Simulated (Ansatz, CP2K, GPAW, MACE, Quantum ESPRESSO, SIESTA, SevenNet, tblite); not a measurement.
**Twisted graphene bilayer, 46.83° (76 atoms) in SIESTA**

Aim: run twisted graphene bilayer, 46.83° (76 atoms) in SIESTA and see how near its forces come to a plane-wave reference, and at what cost.

Program: SIESTA 5.4.2. Level of theory: the method is named at each step. Results are calculated unless marked as measured.

## 1. The structure

The cell holds 76 atoms: 76 C. Cell: a = 10.723 Å, b = 10.723 Å, c = 15.530 Å, α = 90.0°, β = 90.0°, γ = 120.0°. It derives from C (graphene). Graphene (a = 2.46 Å) under graphene (a = 2.46 Å), bilayer, commensurate cell of 19 unit cells a layer, twist 46.83 deg; facing planes 3.53 Å apart as built; 12 Å of vacuum; minimised with a classical potential. Then every atom was moved at random, 0.05 Å r.m.s. a Cartesian component. Regions: layer 1, 38 atoms (38 C); layer 2, 38 atoms (38 C). Vacuum lies along c.

The yardstick, on the same geometry:

```
method                 : Kohn-Sham DFT, PBE, PAW, plane waves (Ansatz 0.2.0); cutoff 420 eV, Γ point, fermi-dirac smearing of 0.05 eV; PAW set soft_2
r.m.s. force component : 2.977 eV/Å
longest force          : 12.8 eV/Å
SCF cycles             : 9
time                   : 6.7 s on 8 threads of Arm Neoverse V2, shared host
CPU time               : 45 s
```

## 2. PBE, DZP, shift 0.01 Ry, mesh 300 Ry

Method: Kohn-Sham DFT, PBE, PseudoDojo 0.4.1 norm-conserving pseudopotentials (converted to PSML), numerical atomic orbitals (DZP), diagonalisation.

The .psml files are PseudoDojo norm-conserving potentials that we converted to this format, checked against plane waves on the same files for H, C, O, Si, Ge and Ca alone.

input.fdf reads:

```
SystemLabel cell
NumberOfAtoms 76
NumberOfSpecies 1
%block ChemicalSpeciesLabel
  1 6 C
%endblock ChemicalSpeciesLabel
LatticeConstant 1.0 Ang
%block LatticeVectors
  10.72290 0.00000 0.00000
  -5.36145 9.28630 0.00000
  0.00000 0.00000 15.53000
%endblock LatticeVectors
PAO.BasisSize DZP
PAO.EnergyShift 0.01 Ry
XC.Functional GGA
XC.Authors PBE
MeshCutoff 300 Ry
%block kgrid_Monkhorst_Pack
  1 0 0 0.0
  0 1 0 0.0
  0 0 1 0.0
%endblock kgrid_Monkhorst_Pack
SolutionMethod diagon
OccupationFunction FD
ElectronicTemperature 580 K
SCF.Mixer.Method Pulay
SCF.Mixer.Weight 0.05
SCF.Mixer.History 8
SCF.Mix Hamiltonian
MaxSCFIterations 300
SCF.DM.Tolerance 1e-04
SCF.H.Tolerance 1.0e-3 eV
WriteForces T
Write.HirshfeldPop T
Write.VoronoiPop T
Write.DM F
Write.H F
XML.Write F
AtomicCoordinatesFormat Fractional
%block AtomicCoordinatesAndAtomicSpecies
  0.17339 0.76857 0.38610 1
  0.19758 0.65484 0.39017 1
  0.27697 0.03810 0.39085 1
  0.30194 0.92077 0.39356 1
  0.11757 0.13445 0.39171 1
  0.13551 0.00944 0.38847 1
  0.22345 0.40253 0.39453 1
  0.24994 0.28070 0.39331 1
  0.33490 0.67340 0.39073 1
  0.34965 0.54205 0.39304 1
  0.43229 0.92271 0.38907 1
  0.45152 0.81758 0.39009 1
  0.39253 0.29861 0.39193 1
  0.40412 0.17639 0.39271 1
  0.49566 0.56873 0.38862 1
  0.51093 0.45280 0.38494 1
  0.59524 0.82940 0.39071 1
  0.61303 0.69644 0.39058 1
  0.70738 0.08653 0.38737 1
  0.71687 0.96370 0.39224 1
  0.53845 0.19337 0.38704 1
  0.56491 0.08178 0.38495 1
  0.65007 0.45346 0.38964 1
  0.66472 0.32439 0.38901 1
  0.76376 0.72705 0.39021 1
  0.76921 0.58765 0.38832 1
  0.84787 0.97525 0.38982 1
  0.88059 0.86466 0.39495 1
  0.80732 0.35263 0.38538 1
  0.82975 0.23253 0.39383 1
  0.91176 0.62198 0.39084 1
  0.92342 0.48605 0.39380 1
  0.01722 0.87553 0.39176 1
  0.03044 0.75011 0.39170 1
  0.96161 0.24404 0.39156 1
  0.97491 0.11581 0.39379 1
  0.07552 0.50685 0.39202 1
  0.08977 0.38447 0.38801 1
  0.74959 0.03721 0.60628 1
  0.76456 0.17352 0.61297 1
  0.80179 0.45315 0.61094 1
  0.83001 0.60129 0.61305 1
  0.65215 0.19269 0.61174 1
  0.66465 0.32311 0.61053 1
  0.48886 0.93068 0.60450 1
  0.50773 0.06678 0.61118 1
  0.69599 0.61637 0.60949 1
  0.72319 0.75117 0.61016 1
  0.55128 0.34857 0.61082 1
  0.56221 0.49450 0.60859 1
  0.38312 0.08277 0.61294 1
  0.40540 0.22643 0.61124 1
  0.59314 0.77465 0.61249 1
  0.61439 0.92291 0.61277 1
  0.44045 0.50953 0.61060 1
  0.45599 0.65197 0.60752 1
[... 16 atom lines left out ...]
  0.91000 0.28963 0.60950 1
  0.93335 0.43331 0.61106 1
  0.96007 0.71749 0.60870 1
  0.98437 0.85737 0.60804 1
%endblock AtomicCoordinatesAndAtomicSpecies
```

Command:

```
OMP_NUM_THREADS=1 mpirun -np 2 siesta < input.fdf > output.txt
```

The log of the run:

```text
Version         : 5.4.2
reinit: System Name:
reinit: System Label: cell
initatom: Reading input for the pseudopotentials and atomic orbitals ----------
Species number:   1 Atomic number:    6 Label: C
Ground state valence configuration (from tables):   2s02  2p02  3d00  4f00
---- Processing specs for species: C
GGA--PBE XC_GGA_X_PBE--XC_GGA_C_PBE pb
C pseudopotential only contains V_ls up to l=1 -- lmxkb reset.
Using PAO.SplitTailNorm
%block ChemicalSpeciesLabel
    1    6 C                       # Species index, atomic number, species label
%endblock ChemicalSpeciesLabel
%block PAO.Basis                 # Define Basis set
C                     2                    # Species label, number of l-shells
 n=2   0   2                         # n, l, Nzeta
   4.484      3.048
   1.000      1.000
 n=2   1   2 P   1                   # n, l, Nzeta, Polarization, NzetaPol
   5.436      3.692
   1.000      1.000
%endblock PAO.Basis
coor:   Atomic-coordinates input format  =     Fractional
siesta: System type = slab
initatomlists: Number of atoms, orbitals, and projectors:     76   988   608
siesta: ******************** Simulation parameters ****************************
Total number of electrons:   304.000000
Total ionic charge:   304.000000
 Kpoints in:            1 . Kpoints trimmed:            1
siesta: k-grid: Number of k-points = 1
siesta: k-points from Monkhorst-Pack grid
siesta: k-cutoff (effective) =     5.361 Ang
siesta: k-point supercell and displacements
siesta: k-grid:     1     0     0      0.000
siesta: k-grid:     0     1     0      0.000
siesta: k-grid:     0     0     1      0.000
                     ====================================
                        Single-point calculation
                     ====================================
outcell: Unit cell vectors (Ang):
       10.722900    0.000000    0.000000
       -5.361450    9.286300    0.000000
        0.000000    0.000000   15.530000
outcell: Cell vector modules (Ang)   :   10.722900   10.722897   15.530000
outcell: Cell angles (23,13,12) (deg):     90.0000     90.0000    120.0000
outcell: Cell volume (Ang**3)        :   1546.4163
Gamma-point calculation with multiply-connected orbital pairs
Gamma-point calculation with multiply-connected orbital pairs
Folding of H and S implicitly performed
Folding of H and S implicitly performed
new_DM -- step:     1
Initializing Density Matrix...
Attempting to read DM from file... Failed...
DM filled with atomic data:
InitMesh: MESH = 100 x 100 x 162 = 1620000
InitMesh: Mesh cutoff (required, used) =   300.000   300.739 Ry
stepf: Fermi-Dirac step function
        iscf     Eharris(eV)        E_KS(eV)     FreeEng(eV)     dDmax    Ef(eV) dHmax(eV)
   scf:    1   -12360.523078   -12419.298808   -12419.298808  1.875545 -5.374687  4.471245
   scf:    2   -12421.050064   -12420.184182   -12420.184182  0.007571 -5.238094  4.023594
   scf:    3   -12426.744776   -12424.597443   -12424.597443  0.094465 -4.463682  1.539299
   scf:    4   -12425.339239   -12425.079659   -12425.079659  0.009549 -4.419965  0.422378
   scf:    5   -12425.083410   -12425.081538   -12425.081538  0.000223 -4.416673  0.416066
   scf:    6   -12425.197442   -12425.152517   -12425.152517  0.006878 -4.335431  0.058078
   scf:    7   -12425.159048   -12425.156366   -12425.156366  0.002138 -4.319119  0.048573
   scf:    8   -12425.155987   -12425.156204   -12425.156204  0.000679 -4.330697  0.028799
   scf:    9   -12425.156677   -12425.156578   -12425.156578  0.001346 -4.328950  0.038180
   scf:   10   -12425.156834   -12425.156757   -12425.156757  0.001065 -4.350681  0.006632
   scf:   11   -12425.156794   -12425.156784   -12425.156784  0.000293 -4.348088  0.007179
   scf:   12   -12425.156797   -12425.156793   -12425.156793  0.000134 -4.351189  0.001505
   scf:   13   -12425.156794   -12425.156793   -12425.156793  0.000007 -4.351269  0.001100
   scf:   14   -12425.156794   -12425.156794   -12425.156794  0.000006 -4.351294  0.000812
SCF Convergence by DM+H criterion
max |DM_out - DM_in|         :     0.0000059162
max |H_out - H_in|      (eV) :     0.0008123064
SCF cycle converged after 14 iterations
Using DM_out to compute the final energy and forces
siesta: E_KS(eV) =           -12425.1568
siesta: E_KS - E_eggbox =    -12425.1568
siesta: Atomic forces (eV/Ang):
     1   -1.437126    4.242937    1.265813
     2   -0.772031   -3.743344   -0.073952
     3    2.666752   -0.362642    0.189511
     4   -2.389511   -4.537494   -1.184551
     5    0.723905    1.326350   -0.011769
     6   -0.767901    3.868548    0.404007
     7    5.850241   -0.208357   -0.551486
     8   -2.118750   -1.585845   -0.023850
     9    1.898515   -2.394742    0.202055
    10   -1.504412    3.177307   -0.266374
    11   -4.524820   13.720181   -0.223098
    12    9.549050   -9.459595    0.013963
[...]
72   -7.851757    4.809839    0.166939
    73   -2.772296    3.000355    0.619014
    74   -3.946985    2.024341   -0.145880
    75    5.776180    1.838760    0.057039
    76   -1.599971    3.026941    0.933327
----------------------------------------
   Tot   -0.008014   -0.008180    0.001916
----------------------------------------
   Max   13.720181
   Res    3.302026    sqrt( Sum f_i^2 / 3N )
----------------------------------------
   Max   13.720181    constrained
Stress tensor Voigt[x,y,z,yz,xz,xy] (kbar):      -85.35     -107.96       -3.12        0.81       -1.70       -1.09
(Free)E + p*V (eV/cell)   -12361.9574
Target enthalpy (eV/cell)   -12425.1568
siesta: Program's energy decomposition (eV):
siesta: Ebs     =     -4086.999301
siesta: Eions   =     21444.290573
siesta: Ena     =      5640.293505
siesta: Ekin    =      8543.388775
siesta: Enl     =      -430.895356
siesta: DEna    =      -315.029043
siesta: DUscf   =        22.651875
siesta: Ex      =     -4053.063653
siesta: Ec      =      -388.212324
siesta: Exc     =     -4441.275976
siesta: Eharris =    -12425.156794
siesta: Etot    =    -12425.156794
siesta: FreeEng =    -12425.156794
siesta: Final energy (eV):
siesta:  Band Struct. =   -4086.999301
siesta:       Kinetic =    8543.388775
siesta:       Hartree =   42592.080763
siesta:         Exch. =   -4053.063653
siesta:         Corr. =    -388.212324
siesta:   Exch.-corr. =   -4441.275976
siesta:  Ion-electron =  -92952.818086
siesta:       Ion-ion =   33833.467730
siesta:         Total =  -12425.156794
siesta:         Fermi =      -4.351294
siesta: Stress tensor (static) (eV/Ang**3):
siesta:    -0.053274   -0.000679   -0.001060
siesta:    -0.000679   -0.067383    0.000506
siesta:    -0.001060    0.000506   -0.001948
siesta: Cell volume =       1546.416309 Ang**3
siesta: Pressure (static):
siesta:                Solid            Molecule  Units
siesta:           0.00044511          0.00062489  Ry/Bohr**3
siesta:           0.04086831          0.05737515  eV/Ang**3
siesta:          65.47824655         91.92512743  kBar
    Orbital volume contribution        =          28.857373 eV
    (Free)E + p_basis*V_orbitals       =      -12396.299421 eV
    (Free)Eharris+ p_basis*V_orbitals  =      -12396.299421 eV
siesta: Electric dipole (a.u.)  =    0.000000    0.000000   -0.003979
siesta: Electric dipole (Debye) =    0.000000    0.000000   -0.010113
Hirshfeld Atomic Populations:
Atom #   charge [q] valence [e]  Species
     1     0.004015    3.995985  C
     2    -0.010270    4.010270  C
     3     0.006017    3.993983  C
     4     0.005570    3.994430  C
     5    -0.000727    4.000727  C
     6    -0.003664    4.003664  C
     7    -0.003460    4.003460  C
     8     0.000010    3.999990  C
     9     0.004069    3.995931  C
    10     0.010908    3.989092  C
    11    -0.012848    4.012848  C
    12    -0.011024    4.011024  C
[...]
--------------------
 Total    -0.000026
Voronoi Atomic Populations:
Atom #   charge [q] valence [e]  Species
[...]
72    -0.006830    4.006830  C
    73    -0.001006    4.001006  C
    74     0.002317    3.997683  C
    75    -0.002641    4.002641  C
    76     0.001704    3.998296  C
--------------------
 Total    -0.000026
```

Elapsed: 63 s, on 2 MPI ranks of Arm Neoverse V2, shared host; peak memory 1.1 GiB.

Banners, paths, timers and routine set-up lines are dropped from the logs unmarked, and long logs keep their key lines alone; longer cuts are marked.

Numbers from this run, and their distance from the reference:

```yaml
r_m_s_force_component: 3.302 eV/Å
r_m_s_difference_of_force_components: 363.9 meV/Å
longest_difference_of_force_vectors: 1653 meV/Å
force_difference_over_r_m_s_force: 12.22 %
slope_of_forces_against_the_reference_s: 1.108
correlation_of_force_components: 0.9986
```

Local excerpt of 10 atoms (numbers count through the whole input) about C1, picked at random; x, y, z are measured from there.

| atom | x | y | z | distance (Å) | bonds | Hirshfeld charge (e) | Fx | Fy | Fz (eV/Å) |
| --- | --- | --- | --- | --- | --- | --- | --- | --- | --- |
| C1 | 0.00 | 0.00 | 0.00 | 0.00 | 3 | 0.00 | -1.44 | 4.24 | 1.27 |
| C2 | 0.87 | -1.06 | 0.06 | 1.37 | 3 | -0.01 | -0.77 | -3.74 | -0.07 |
| C34 | -1.43 | -0.17 | 0.09 | 1.45 | 3 | 0.00 | 2.33 | 4.14 | -0.48 |
| C4 | 0.56 | 1.41 | 0.12 | 1.53 | 3 | 0.01 | -2.39 | -4.54 | -1.18 |
| C9 | 2.24 | -0.88 | 0.07 | 2.41 | 3 | 0.00 | 1.90 | -2.39 | 0.20 |
| C11 | 1.95 | 1.43 | 0.05 | 2.42 | 3 | -0.01 | -4.52 | 13.72 | -0.22 |
| C31 | -2.02 | -1.36 | 0.07 | 2.44 | 3 | -0.01 | 1.88 | -8.27 | 0.26 |
| C37 | 0.35 | -2.43 | 0.09 | 2.46 | 3 | 0.01 | -4.08 | 1.20 | -0.26 |
| C33 | -2.25 | 0.99 | 0.09 | 2.46 | 3 | 0.01 | -0.38 | -1.13 | 0.02 |
| C3 | -0.33 | 2.50 | 0.07 | 2.53 | 3 | 0.01 | 2.67 | -0.36 | 0.19 |

Forces lie 12 % from the reference's, at 2.8 times its CPU time (on 2 against 8 cores).

## 3. PBE, SZP, shift 0.01 Ry, mesh 300 Ry

Method: Kohn-Sham DFT, PBE, PseudoDojo 0.4.1 norm-conserving pseudopotentials (converted to PSML), numerical atomic orbitals (SZP), diagonalisation.

input.fdf, as its differences from that of step 2:

```diff
@@ -12,3 +12,3 @@
 %endblock LatticeVectors
-PAO.BasisSize DZP
+PAO.BasisSize SZP
 PAO.EnergyShift 0.01 Ry
```

Command:

```
OMP_NUM_THREADS=1 siesta < input.fdf > output.txt
```

The log of the run:

```text
Version         : 5.4.2
reinit: System Name:
reinit: System Label: cell
initatom: Reading input for the pseudopotentials and atomic orbitals ----------
Species number:   1 Atomic number:    6 Label: C
Ground state valence configuration (from tables):   2s02  2p02  3d00  4f00
---- Processing specs for species: C
GGA--PBE XC_GGA_X_PBE--XC_GGA_C_PBE pb
[... lines left out ...]
        iscf     Eharris(eV)        E_KS(eV)     FreeEng(eV)     dDmax    Ef(eV) dHmax(eV)
[... lines left out ...]
SCF Convergence by DM+H criterion
[... lines left out ...]
SCF cycle converged after 12 iterations
[... lines left out ...]
   Max   15.025516
[... lines left out ...]
   Max   15.025516    constrained
Stress tensor Voigt[x,y,z,yz,xz,xy] (kbar):     -155.84     -189.19        1.98        0.81       -1.90       -2.59
[... lines left out ...]
siesta: FreeEng =    -12350.186299
[... lines left out ...]
siesta:         Fermi =      -5.879697
[... lines left out ...]
siesta: Pressure (static):
siesta:                Solid            Molecule  Units
siesta:           0.00077734          0.00098008  Ry/Bohr**3
siesta:           0.07137164          0.08998711  eV/Ang**3
siesta:         114.34997852        144.17523932  kBar
    Orbital volume contribution        =          24.226362 eV
    (Free)E + p_basis*V_orbitals       =      -12325.959937 eV
    (Free)Eharris+ p_basis*V_orbitals  =      -12325.959937 eV
siesta: Electric dipole (a.u.)  =   -0.000000   -0.000000    0.001221
siesta: Electric dipole (Debye) =   -0.000000   -0.000000    0.003103
Hirshfeld Atomic Populations:
Atom #   charge [q] valence [e]  Species
     1     0.004916    3.995084  C
     2    -0.010362    4.010362  C
     3     0.005350    3.994650  C
[...]
--------------------
 Total    -0.000012
Voronoi Atomic Populations:
Atom #   charge [q] valence [e]  Species
[...]
75    -0.003965    4.003965  C
    76     0.002237    3.997763  C
--------------------
 Total    -0.000012
```

Elapsed: 84 s, on 1 thread; peak memory 0.74 GiB.

Numbers from this run, and their distance from the reference:

```yaml
r_m_s_force_component: 3.592 eV/Å
r_m_s_difference_of_force_components: 727.4 meV/Å
longest_difference_of_force_vectors: 2991 meV/Å
force_difference_over_r_m_s_force: 24.44 %
slope_of_forces_against_the_reference_s: 1.198
correlation_of_force_components: 0.9929
```

This is a coarse setting, run to see what it loses.

Against the first run (12 %), the force difference from the reference is 24 %, at 0.66 times the CPU time (on 1 against 2 cores), with 684 basis functions against 988: the smaller basis costs accuracy.

## 4. PBE, SZ, shift 0.01 Ry, mesh 300 Ry

Method: Kohn-Sham DFT, PBE, PseudoDojo 0.4.1 norm-conserving pseudopotentials (converted to PSML), numerical atomic orbitals (SZ), diagonalisation.

input.fdf, as its differences from that of step 3:

```diff
@@ -12,3 +12,3 @@
 %endblock LatticeVectors
-PAO.BasisSize SZP
+PAO.BasisSize SZ
 PAO.EnergyShift 0.01 Ry
```

The log of the run:

```text
Version         : 5.4.2
reinit: System Name:
reinit: System Label: cell
initatom: Reading input for the pseudopotentials and atomic orbitals ----------
Species number:   1 Atomic number:    6 Label: C
Ground state valence configuration (from tables):   2s02  2p02  3d00  4f00
---- Processing specs for species: C
GGA--PBE XC_GGA_X_PBE--XC_GGA_C_PBE pb
C pseudopotential only contains V_ls up to l=1 -- lmxkb reset.
Using PAO.SplitTailNorm
%block ChemicalSpeciesLabel
    1    6 C                       # Species index, atomic number, species label
%endblock ChemicalSpeciesLabel
%block PAO.Basis                 # Define Basis set
C                     2                    # Species label, number of l-shells
 n=2   0   1                         # n, l, Nzeta
   4.484
   1.000
[... lines left out ...]
Total number of electrons:   304.000000
[... lines left out ...]
stepf: Fermi-Dirac step function
        iscf     Eharris(eV)        E_KS(eV)     FreeEng(eV)     dDmax    Ef(eV) dHmax(eV)
[... lines left out ...]
SCF Convergence by DM+H criterion
[... lines left out ...]
SCF cycle converged after 10 iterations
[... lines left out ...]
   Max   16.605881
[... lines left out ...]
   Max   16.605881    constrained
Stress tensor Voigt[x,y,z,yz,xz,xy] (kbar):     -224.04     -269.06        5.65        0.80       -2.19       -4.54
[... lines left out ...]
siesta: Ena     =      5640.293505
siesta: Ekin    =      7898.170152
siesta: Enl     =      -324.381077
siesta: DEna    =       202.072087
siesta: DUscf   =         7.943376
siesta: Ex      =     -3901.674432
siesta: Ec      =      -391.004679
siesta: Exc     =     -4292.679111
siesta: Eharris =    -12312.871643
siesta: Etot    =    -12312.871641
siesta: FreeEng =    -12312.871641
siesta: Final energy (eV):
siesta:  Band Struct. =   -4912.198131
siesta:       Kinetic =    7898.170152
siesta:       Hartree =   41618.581482
siesta:         Exch. =   -3901.674432
siesta:         Corr. =    -391.004679
siesta:   Exch.-corr. =   -4292.679111
siesta:  Ion-electron =  -91370.411894
siesta:       Ion-ion =   33833.467730
siesta:         Total =  -12312.871641
siesta:         Fermi =      -6.385740
siesta: Stress tensor (static) (eV/Ang**3):
siesta:    -0.139835   -0.002836   -0.001365
siesta:    -0.002836   -0.167933    0.000502
siesta:    -0.001365    0.000502    0.003524
siesta: Cell volume =       1546.416309 Ang**3
siesta: Pressure (static):
siesta:                Solid            Molecule  Units
siesta:           0.00110454          0.00133256  Ry/Bohr**3
siesta:           0.10141444          0.12234970  eV/Ang**3
siesta:         162.48384625        196.02583758  kBar
    Orbital volume contribution        =          14.768429 eV
    (Free)E + p_basis*V_orbitals       =      -12298.103211 eV
    (Free)Eharris+ p_basis*V_orbitals  =      -12298.103214 eV
siesta: Electric dipole (a.u.)  =   -0.000000   -0.000000    0.011596
siesta: Electric dipole (Debye) =   -0.000000   -0.000000    0.029475
Hirshfeld Atomic Populations:
Atom #   charge [q] valence [e]  Species
     1     0.004075    3.995925  C
     2    -0.009387    4.009387  C
     3     0.004957    3.995043  C
[...]
--------------------
 Total    -0.000014
Voronoi Atomic Populations:
Atom #   charge [q] valence [e]  Species
[...]
75    -0.003985    4.003985  C
    76     0.002087    3.997913  C
--------------------
 Total    -0.000014
```

Run time: 26 s. Hardware: 1 thread; peak memory 0.47 GiB.

Compared with the plane-wave run:

| Property | Result |
| --- | --- |
| r.m.s. force component | 4.001 eV/Å |
| r.m.s. difference of force components | 1140 meV/Å |
| longest difference of force vectors | 4547 meV/Å |
| force difference over r.m.s. force | 38.3 % |
| slope of forces against the reference's | 1.33 |
| correlation of force components | 0.9895 |

This is a coarse setting, run to see what it loses.

Against the first run (12 %), the force difference from the reference is 38 %, at 0.21 times the CPU time (on 1 against 2 cores), with 304 basis functions against 988: the smaller basis costs accuracy.

[end of part 1 of 2]

[Also dropped from logs without a mark: logging warnings of Python, and SIESTA's first energy breakdown and zero terms.]

[Logs are printed without paths, hosts, clocks, repeated set-up lines and the standing remarks that a program may print on its own settings, such as how far it seeks lower states.]

[Hosts, paths, dates, database ids (printed as entryN), source tags and the programs' standing remarks are cut or masked in the printed files.]
